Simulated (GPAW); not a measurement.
## MoSi2P4 monolayer: work function by functional and basis

Aim: the work function of both faces of MoSi2P4 monolayer, and its spread over functionals and bases. Where a layer proves gapped, the work function hangs on where the smearing puts the Fermi level, and the band edges take its place.

Method: GPAW, PAW setups; layer in a repeated cell with vacuum, relaxation of atoms and in-plane cell, in the first sound run; inputs show where later runs differ, in GPAW 26.7.0.

This is a report of a sequence of runs, with most program output left out.

## (1) Set-up

The cell holds 7 atoms: 4 P, 2 Si and 1 Mo. Its edges and angles: a = 3.480 Å, b = 3.480 Å, c = 24.264 Å, α = 90.0°, β = 90.0°, γ = 120.0°. Vacuum lies along c.

## (2) Relaxation

Forces are removed first; all later runs use this geometry.

File run.py:

```python
import json
import numpy as np
from ase import Atoms
from ase.filters import FrechetCellFilter
from ase.optimize import BFGS
from gpaw import GPAW, PW

slab = Atoms(
    ['P', 'Si', 'P', 'Mo', 'P', 'Si', 'P'],
    positions=[
        [0.00000, 0.00000, 8.00000],
        [-0.00000, 2.00918, 8.64444],
        [-0.00000, 2.00918, 10.75444],
        [0.00000, 0.00000, 12.13186],
        [-0.00000, 2.00918, 13.50929],
        [-0.00000, 2.00918, 15.61929],
        [0.00000, 0.00000, 16.26372]],
    cell=[[3.48, 0.0, 0.0], [-1.74, 3.01377, 0.0], [0.0, 0.0, 24.2637]],
    pbc=[True, True, True])

slab.calc = GPAW(mode=PW(600), xc='PBE', kpts={'size': (9, 9, 1), 'gamma': True},
                 occupations={'name': 'fermi-dirac', 'width': 0.05}, nbands='200%',
                 convergence={'density': 1e-05}, maxiter=200,
                 symmetry={'tolerance': 1e-3}, txt='slab.txt')
result = {}
# The in-plane cell is free; stress needs a cell that repeats along all three vectors
path = []
opt = BFGS(FrechetCellFilter(slab, mask=[1, 1, 0, 0, 0, 1]), maxstep=0.2)
opt.attach(lambda: path.append((slab.get_potential_energy(), slab.positions.tolist(), slab.get_forces().tolist())))
result['relaxed'] = bool(opt.run(fmax=0.02, steps=45))
result['path'] = path
result['cell'] = slab.cell.tolist()
print('in-plane lattice', slab.cell.cellpar().round(4)[[0, 1, 5]])
energy = slab.get_potential_energy()
fermi = slab.calc.get_fermi_level()
v = slab.calc.get_electrostatic_potential().mean((0, 1)) - fermi
n = slab.calc.get_pseudo_density().mean((0, 1))
L = slab.cell[2, 2]
z = np.arange(len(v)) * L / len(v)
low, high = slab.positions[:, 2].min(), slab.positions[:, 2].max()
below, above = np.interp([low - 5.8, high + 5.8], z, v)
slopes = [np.interp(x, z, np.gradient(v, z)) for x in (low - 5.8, high + 5.8)]
eps = np.array([[slab.calc.get_eigenvalues(k, s) for k in range(len(slab.calc.get_ibz_k_points()))]
                for s in range(slab.calc.get_number_of_spins())]) - fermi
top, bottom = eps[eps < 0].max(), eps[eps > 0].min()
dipole = slab.get_dipole_moment()[2]
print(f'energy {energy:.4f} eV, Fermi level {fermi:.4f} eV, dipole {dipole:.5f} e A')
print(f'potential 5.8 A off the faces, from the Fermi level: lower {below:.4f} eV, upper {above:.4f} eV')
print(f'slope of the potential there: lower {slopes[0]:.5f}, upper {slopes[1]:.5f} eV/A')
print(f'nearest levels on the mesh: {top:.4f} and {bottom:.4f} eV')
print('magnetic moment', round(slab.get_magnetic_moment(), 3))
result.update(energy=energy, fermi=fermi, dipole=dipole, below=below, above=above, slopes=slopes, edges=[top, bottom],
              z=z.tolist(), v=v.tolist(), n=n.tolist(), positions=slab.positions.tolist(),
              forces=slab.get_forces(apply_constraint=False).tolist(), moments=slab.get_magnetic_moments().tolist())
json.dump(result, open('result.json', 'w'))
```

The run is started by

```bash
OMP_NUM_THREADS=1 OPENBLAS_NUM_THREADS=1 python run.py
```

Wall time 19 min (1 thread of Arm Neoverse V2, shared host); peak memory 0.5 GiB.

Numbers from this step:

| Item | Value |
| --- | --- |
| dipole along the normal | 4.75e-4 e·Å |
| levels nearest the Fermi level on the mesh | -0.4508, 0.4447 eV from the Fermi level |

The electrostatic potential energy of an electron (without an applied field's), less the Fermi level, planar mean oscillates, so the rows of the table below give means over windows of 1.65 Å about each position, cut where the curve ends. Its maxima inside the range that stand out by 2 % of the span (Å: eV): 8.0: -11.2, 9.6: 1.34, 11.4: -6.72, 12.9: -6.72, 14.6: 1.34, 16.3: -11.2. Its minima: 7.5: -15.1, 8.4: -13.2, 10.7: -13.2, 12.1: -18.9, 13.5: -13.2, 15.9: -13.2, 16.8: -15.1.

Table of electrostatic potential energy of an electron (without an applied field's), less the Fermi level, planar mean by z; means over each step:

z (Å), electrostatic potential energy of an electron (without an applied field's), less the Fermi level, planar mean (eV) and a bar from the least value:
```
     0.82        5.0 ##############################
     2.47        5.0 ##############################
     4.12        5.0 ##############################
     5.77        4.1 ############################
     7.42      -10.0 ####
     9.07       -4.6 #############
    10.72       -7.9 ########
    12.37      -12.4 
    14.02       -5.4 ############
    15.67       -8.4 #######
    17.32       -5.7 ###########
    18.97        4.8 ##############################
    20.62        5.0 ##############################
    22.27        5.0 ##############################
    23.92        5.0 ##############################
```

Table of pseudo valence density, planar mean by z:

z (Å), pseudo valence density, planar mean (e/Å³) and a bar:
```
      4.0       0.00 
      4.5       0.00 
      5.0       0.00 
      5.5       0.01 
      6.0       0.04 #
      6.5       0.13 ###
      7.0       0.27 #######
      7.5       0.34 ########
      8.0       0.41 ##########
      8.5       0.24 ######
      9.0       0.18 ####
      9.5       0.15 ####
     10.0       0.21 #####
     10.5       0.27 #######
     11.0       0.38 #########
     11.5       0.51 ############
     12.0       1.25 ##############################
     12.5       0.82 ####################
     13.0       0.43 ##########
     13.5       0.30 #######
     14.0       0.26 ######
     14.5       0.17 ####
     15.0       0.16 ####
     15.5       0.20 #####
     16.0       0.32 ########
     16.5       0.42 ##########
     17.0       0.29 #######
     17.5       0.22 #####
     18.0       0.07 ##
     18.5       0.02 
     19.0       0.00 
     19.5       0.00 
     20.0       0.00 
     20.5       0.00
```

The relaxation lowered the energy of the cell by 2.00 eV (energies extrapolated to zero smearing; the optimiser's log prints free energies). The largest force left on a free atom is 0.0054 eV/Å.

## (3) The slab's potential

With the geometry fixed, the planar mean of the potential gives the vacuum level on each side.

This step: GPAW, PAW setups; slab in vacuum (GPAW 26.7.0).

The cell differs from the one that the last finished run ended in (c 24.264 → 25.464 Å).

Edit run.py of step 2 so:

```diff
@@ -3,4 +3,2 @@
 from ase import Atoms
-from ase.filters import FrechetCellFilter
-from ase.optimize import BFGS
 from gpaw import GPAW, PW
@@ -10,25 +8,18 @@
     positions=[
-        [0.00000, 0.00000, 8.00000],
-        [-0.00000, 2.00918, 8.64444],
-        [-0.00000, 2.00918, 10.75444],
-        [0.00000, 0.00000, 12.13186],
-        [-0.00000, 2.00918, 13.50929],
-        [-0.00000, 2.00918, 15.61929],
-        [0.00000, 0.00000, 16.26372]],
-    cell=[[3.48, 0.0, 0.0], [-1.74, 3.01377, 0.0], [0.0, 0.0, 24.2637]],
-    pbc=[True, True, True])
+        [0.00000, -0.00000, 8.00000],
+        [-0.00000, 1.99810, 9.03859],
+        [-0.00000, 1.99810, 11.30191],
+        [-0.00000, -0.00000, 12.73216],
+        [-0.00000, 1.99810, 14.16242],
+        [-0.00000, 1.99810, 16.42574],
+        [0.00000, -0.00000, 17.46433]],
+    cell=[[3.4608, -0.0, 0.0], [-1.7304, 2.99715, 0.0], [0.0, 0.0, 25.4643]],
+    pbc=[True, True, False])
 
-slab.calc = GPAW(mode=PW(600), xc='PBE', kpts={'size': (9, 9, 1), 'gamma': True},
+slab.calc = GPAW(mode=PW(400), xc='PBE', kpts={'size': (9, 9, 1), 'gamma': True},
                  occupations={'name': 'fermi-dirac', 'width': 0.05}, nbands='200%',
                  convergence={'density': 1e-05}, maxiter=200,
+                 poissonsolver={'dipolelayer': 'xy'},
                  symmetry={'tolerance': 1e-3}, txt='slab.txt')
 result = {}
-# The in-plane cell is free; stress needs a cell that repeats along all three vectors
-path = []
-opt = BFGS(FrechetCellFilter(slab, mask=[1, 1, 0, 0, 0, 1]), maxstep=0.2)
-opt.attach(lambda: path.append((slab.get_potential_energy(), slab.positions.tolist(), slab.get_forces().tolist())))
-result['relaxed'] = bool(opt.run(fmax=0.02, steps=45))
-result['path'] = path
-result['cell'] = slab.cell.tolist()
-print('in-plane lattice', slab.cell.cellpar().round(4)[[0, 1, 5]])
 energy = slab.get_potential_energy()
```

Wall time 38 s (1 thread); peak memory 0.24 GiB.

This step gave:

* dipole along the normal: 5.06e-4 e·Å
* upper work function: 4.979 eV
* lower work function: 4.988 eV
* upper ionisation energy: 5.430 eV

The electrostatic potential energy of an electron (without an applied field's), less the Fermi level, planar mean oscillates, so the rows of the table below give means over windows of 1.7 Å about each position, cut where the curve ends. Its maxima inside the range that stand out by 2 % of the span (Å: eV): 8.6: -11.3, 10.2: 1.33, 11.9: -6.76, 13.6: -6.76, 15.3: 1.32, 16.9: -11.3. Its minima: 8.1: -15.1, 9.0: -13.2, 11.4: -13.2, 12.7: -18.9, 14.1: -13.2, 16.4: -13.2, 17.4: -15.1.

Table of electrostatic potential energy of an electron (without an applied field's), less the Fermi level, planar mean by z; means over each step:

```tsv
z (Å)	electrostatic potential energy of an electron (without an applied field's), less the Fermi level, planar mean (eV)
0.85	4.99
2.55	4.99
4.25	4.99
5.95	4.71
7.65	-6.70
9.35	-7.07
11.05	-6.44
12.75	-12.2
14.45	-6.27
16.15	-7.35
17.85	-6.39
19.55	4.73
21.25	4.98
22.95	4.98
24.65	4.98
```

Pseudo valence density, planar mean against z:

```tsv
z (Å)	pseudo valence density, planar mean (e/Å³)
4.5	8.1e-5
5.0	3.5e-4
5.5	0.00148
6.0	0.00659
6.5	0.0282
7.0	0.105
7.5	0.252
8.0	0.315
8.5	0.427
9.0	0.270
9.5	0.188
10.0	0.153
10.5	0.195
11.0	0.269
11.5	0.344
12.0	0.469
12.5	1.09
13.0	1.02
13.5	0.458
14.0	0.334
14.5	0.266
15.0	0.188
15.5	0.153
16.0	0.191
16.5	0.281
17.0	0.426
17.5	0.309
18.0	0.244
18.5	0.0971
19.0	0.0256
19.5	0.00582
20.0	0.00136
20.5	3.2e-4
21.0	7.1e-5
```

The layer is gapped, so the Fermi level lies somewhere inside the gap, set by smearing and numerics, and these work functions are no property of the material; the band edges below the vacuum level are. The potential is flat to 4.8e-5 eV/Å where it is read, so the vacuum is wide enough.

## (4) Self-consistent run: xc = "RPBE"

The same geometry under RPBE, to see how far the functional moves the levels against the vacuum.

Edit run.py of step 3 so:

```diff
@@ -18,3 +18,3 @@
 
-slab.calc = GPAW(mode=PW(400), xc='PBE', kpts={'size': (9, 9, 1), 'gamma': True},
+slab.calc = GPAW(mode=PW(400), xc='RPBE', kpts={'size': (9, 9, 1), 'gamma': True},
                  occupations={'name': 'fermi-dirac', 'width': 0.05}, nbands='200%',
```

Wall time 39 s (1 thread); peak memory 0.24 GiB.

Numbers from this step:

* levels nearest the Fermi level on the mesh: -0.4497, 0.4447 eV from the Fermi level
* upper work function: 4.893 eV
* lower work function: 4.902 eV
* upper ionisation energy: 5.343 eV

The electrostatic potential energy of an electron (without an applied field's), less the Fermi level, planar mean oscillates, so the rows of the table below give means over windows of 1.7 Å about each position, cut where the curve ends. Its maxima inside the range that stand out by 2 % of the span (Å: eV): 8.6: -11.3, 10.2: 1.23, 11.9: -6.84, 13.6: -6.84, 15.3: 1.23, 16.9: -11.4. Its minima: 8.1: -15.2, 9.0: -13.3, 11.4: -13.3, 12.7: -19.0, 14.1: -13.3, 16.4: -13.3, 17.4: -15.2.

The electrostatic potential energy of an electron (without an applied field's), less the Fermi level, planar mean by z; means over each step:

z (Å), electrostatic potential energy of an electron (without an applied field's), less the Fermi level, planar mean (eV) and a bar from the least value:
```
     0.85        4.9 ##############################
     2.55        4.9 ##############################
     4.25        4.9 ##############################
     5.95        4.6 ##############################
     7.65       -6.8 ##########
     9.35       -7.2 #########
    11.05       -6.5 ##########
    12.75      -12.3 
    14.45       -6.4 ##########
    16.15       -7.5 ########
    17.85       -6.5 ##########
    19.55        4.6 ##############################
    21.25        4.9 ##############################
    22.95        4.9 ##############################
    24.65        4.9 ##############################
```

Pseudo valence density, planar mean against z:

z (Å), pseudo valence density, planar mean (e/Å³) and a bar:
```
      4.5       0.00 
      5.0       0.00 
      5.5       0.00 
      6.0       0.01 
      6.5       0.03 #
      7.0       0.10 ###
      7.5       0.25 #######
      8.0       0.32 #########
      8.5       0.43 ############
      9.0       0.27 #######
      9.5       0.19 #####
     10.0       0.15 ####
     10.5       0.20 #####
     11.0       0.27 #######
     11.5       0.34 #########
     12.0       0.47 #############
     12.5       1.09 ##############################
     13.0       1.02 ############################
     13.5       0.46 #############
     14.0       0.33 #########
     14.5       0.27 #######
     15.0       0.19 #####
     15.5       0.15 ####
     16.0       0.19 #####
     16.5       0.28 ########
     17.0       0.43 ############
     17.5       0.31 ########
     18.0       0.24 #######
     18.5       0.10 ###
     19.0       0.03 #
     19.5       0.01 
     20.0       0.00 
     20.5       0.00 
     21.0       0.00
```

Force by atom:

```tsv
atom	x (eV/Å)	y (eV/Å)	z (eV/Å)	size
P1	0.000	0.000	-0.111	0.111
Si2	0.000	0.000	-0.009	0.009
P3	0.000	0.000	-0.070	0.070
Mo4	0.000	0.000	0.000	0.000
P5	0.000	0.000	0.070	0.070
Si6	0.000	0.000	0.009	0.009
P7	0.000	0.000	0.111	0.111
```

The highest filled level lies 0.450 eV under the Fermi level, so the ionisation energy from the upper face is 4.893 + 0.450 = 5.343 eV, against 5.430 eV in the base run.

## (5) Self-consistent run: xc = "vdW-DF2"

The same geometry under vdW-DF2, to see how far the functional moves the levels against the vacuum (the van der Waals functionals take revPBE setups).

Edit run.py of step 4 so:

```diff
@@ -18,3 +18,3 @@
 
-slab.calc = GPAW(mode=PW(400), xc='RPBE', kpts={'size': (9, 9, 1), 'gamma': True},
+slab.calc = GPAW(mode=PW(400), xc='vdW-DF2', kpts={'size': (9, 9, 1), 'gamma': True},
                  occupations={'name': 'fermi-dirac', 'width': 0.05}, nbands='200%',
```

Wall time 47 s (1 thread); peak memory 0.39 GiB.

This step gave:

```
levels nearest the Fermi level on the mesh : -0.4574, 0.4520 eV from the Fermi level
upper work function                        : 5.315 eV
lower work function                        : 5.324 eV
upper ionisation energy                    : 5.772 eV
```

The highest filled level lies 0.457 eV under the Fermi level, so the ionisation energy from the upper face is 5.315 + 0.457 = 5.772 eV, against 5.430 eV in the base run.

## (6) Self-consistent run: xc = "LDA"

The same geometry under LDA, to see how far the functional moves the levels against the vacuum.

Edit run.py of step 5 so:

```diff
@@ -18,3 +18,3 @@
 
-slab.calc = GPAW(mode=PW(400), xc='vdW-DF2', kpts={'size': (9, 9, 1), 'gamma': True},
+slab.calc = GPAW(mode=PW(400), xc='LDA', kpts={'size': (9, 9, 1), 'gamma': True},
                  occupations={'name': 'fermi-dirac', 'width': 0.05}, nbands='200%',
```

Wall time 37 s (1 thread); peak memory 0.24 GiB.

Numbers from this step:

```yaml
dipole_along_the_normal: 5.07e-4 e·Å
levels_nearest_the_fermi_level_on_the_mesh: -0.4512, 0.4424 eV from the Fermi level
upper_work_function: 5.198 eV
lower_work_function: 5.208 eV
upper_ionisation_energy: 5.650 eV
```

The highest filled level lies 0.451 eV under the Fermi level, so the ionisation energy from the upper face is 5.198 + 0.451 = 5.650 eV, against 5.430 eV in the base run.

## (7) OptPBE vdW: xc = "optPBE-vdW"

The same geometry under optPBE-vdW, to see how far the functional moves the levels against the vacuum (the van der Waals functionals take revPBE setups).

Edit run.py of step 6 so:

```diff
@@ -18,3 +18,3 @@
 
-slab.calc = GPAW(mode=PW(400), xc='LDA', kpts={'size': (9, 9, 1), 'gamma': True},
+slab.calc = GPAW(mode=PW(400), xc='optPBE-vdW', kpts={'size': (9, 9, 1), 'gamma': True},
                  occupations={'name': 'fermi-dirac', 'width': 0.05}, nbands='200%',
```

Wall time 45 s (1 thread); peak memory 0.39 GiB.

Numbers from this step:

```
dipole along the normal                    : 5.05e-4 e·Å
levels nearest the Fermi level on the mesh : -0.4547, 0.4483 eV from the Fermi level
upper work function                        : 5.195 eV
lower work function                        : 5.204 eV
```

The highest filled level lies 0.455 eV under the Fermi level, so the ionisation energy from the upper face is 5.195 + 0.455 = 5.650 eV, against 5.430 eV in the base run.

## (8) Self-consistent run: xc = "revPBE"

The same geometry under revPBE, to see how far the functional moves the levels against the vacuum.

Edit run.py of step 7 so:

```diff
@@ -18,3 +18,3 @@
 
-slab.calc = GPAW(mode=PW(400), xc='optPBE-vdW', kpts={'size': (9, 9, 1), 'gamma': True},
+slab.calc = GPAW(mode=PW(400), xc='revPBE', kpts={'size': (9, 9, 1), 'gamma': True},
                  occupations={'name': 'fermi-dirac', 'width': 0.05}, nbands='200%',
```

Wall time 38 s (1 thread); peak memory 0.24 GiB.

This step gave:

```
dipole along the normal                    : 5.06e-4 e·Å
levels nearest the Fermi level on the mesh : -0.4501, 0.4447 eV from the Fermi level
upper work function                        : 4.891 eV
lower work function                        : 4.901 eV
upper ionisation energy                    : 5.341 eV
```

The electrostatic potential energy of an electron (without an applied field's), less the Fermi level, planar mean by z:

```tsv
z (Å)	electrostatic potential energy of an electron (without an applied field's), less the Fermi level, planar mean (eV)
0.0	4.90
0.5	4.90
1.0	4.90
1.5	4.90
2.0	4.90
2.5	4.90
3.0	4.90
3.5	4.90
4.0	4.90
4.5	4.90
5.0	4.89
5.5	4.87
6.0	4.77
6.5	4.33
7.0	2.47
7.5	-4.47
8.0	-14.9
8.5	-11.4
9.0	-13.2
9.5	-5.97
10.0	0.560
10.5	0.0972
11.0	-8.67
11.5	-11.7
12.0	-7.00
12.5	-16.2
13.0	-15.4
13.5	-6.89
14.0	-12.3
14.5	-7.84
15.0	0.345
15.5	0.336
16.0	-6.66
16.5	-13.2
17.0	-11.6
17.5	-14.7
18.0	-3.71
18.5	2.68
19.0	4.38
19.5	4.77
20.0	4.86
20.5	4.88
21.0	4.89
21.5	4.89
22.0	4.89
22.5	4.89
23.0	4.89
23.5	4.89
24.0	4.89
24.5	4.89
25.0	4.89
```

The highest filled level lies 0.450 eV under the Fermi level, so the ionisation energy from the upper face is 4.891 + 0.450 = 5.341 eV, against 5.430 eV in the base run.

## (9) Real-space grid: mode = "fd"

A real-space grid is a second complete basis, so it checks the plane-wave result.

Edit run.py of step 8 so:

```diff
@@ -3,3 +3,3 @@
 from ase import Atoms
-from gpaw import GPAW, PW
+from gpaw import GPAW
 
@@ -18,3 +18,3 @@
 
-slab.calc = GPAW(mode=PW(400), xc='revPBE', kpts={'size': (9, 9, 1), 'gamma': True},
+slab.calc = GPAW(mode='fd', h=0.18, xc='PBE', kpts={'size': (9, 9, 1), 'gamma': True},
                  occupations={'name': 'fermi-dirac', 'width': 0.05}, nbands='200%',
```

Wall time 2.4 min (1 thread); peak memory 0.66 GiB.

This step gave:

```
dipole along the normal                    : 5.02e-4 e·Å
levels nearest the Fermi level on the mesh : -0.4503, 0.4441 eV from the Fermi level
upper work function                        : 4.981 eV
lower work function                        : 4.990 eV
upper ionisation energy                    : 5.431 eV
```

The highest filled level lies 0.450 eV under the Fermi level, so the ionisation energy from the upper face is 4.981 + 0.450 = 5.431 eV, against 5.430 eV in the base run.

(Part 1 of 2 ends here.)

[Logs are printed without paths, hosts, clocks, repeated set-up lines and the standing remarks that a program may print on its own settings, such as how far it seeks lower states.]

[Hosts, paths, dates, database ids (printed as entryN), source tags and the programs' standing remarks are cut or masked in the printed files.]
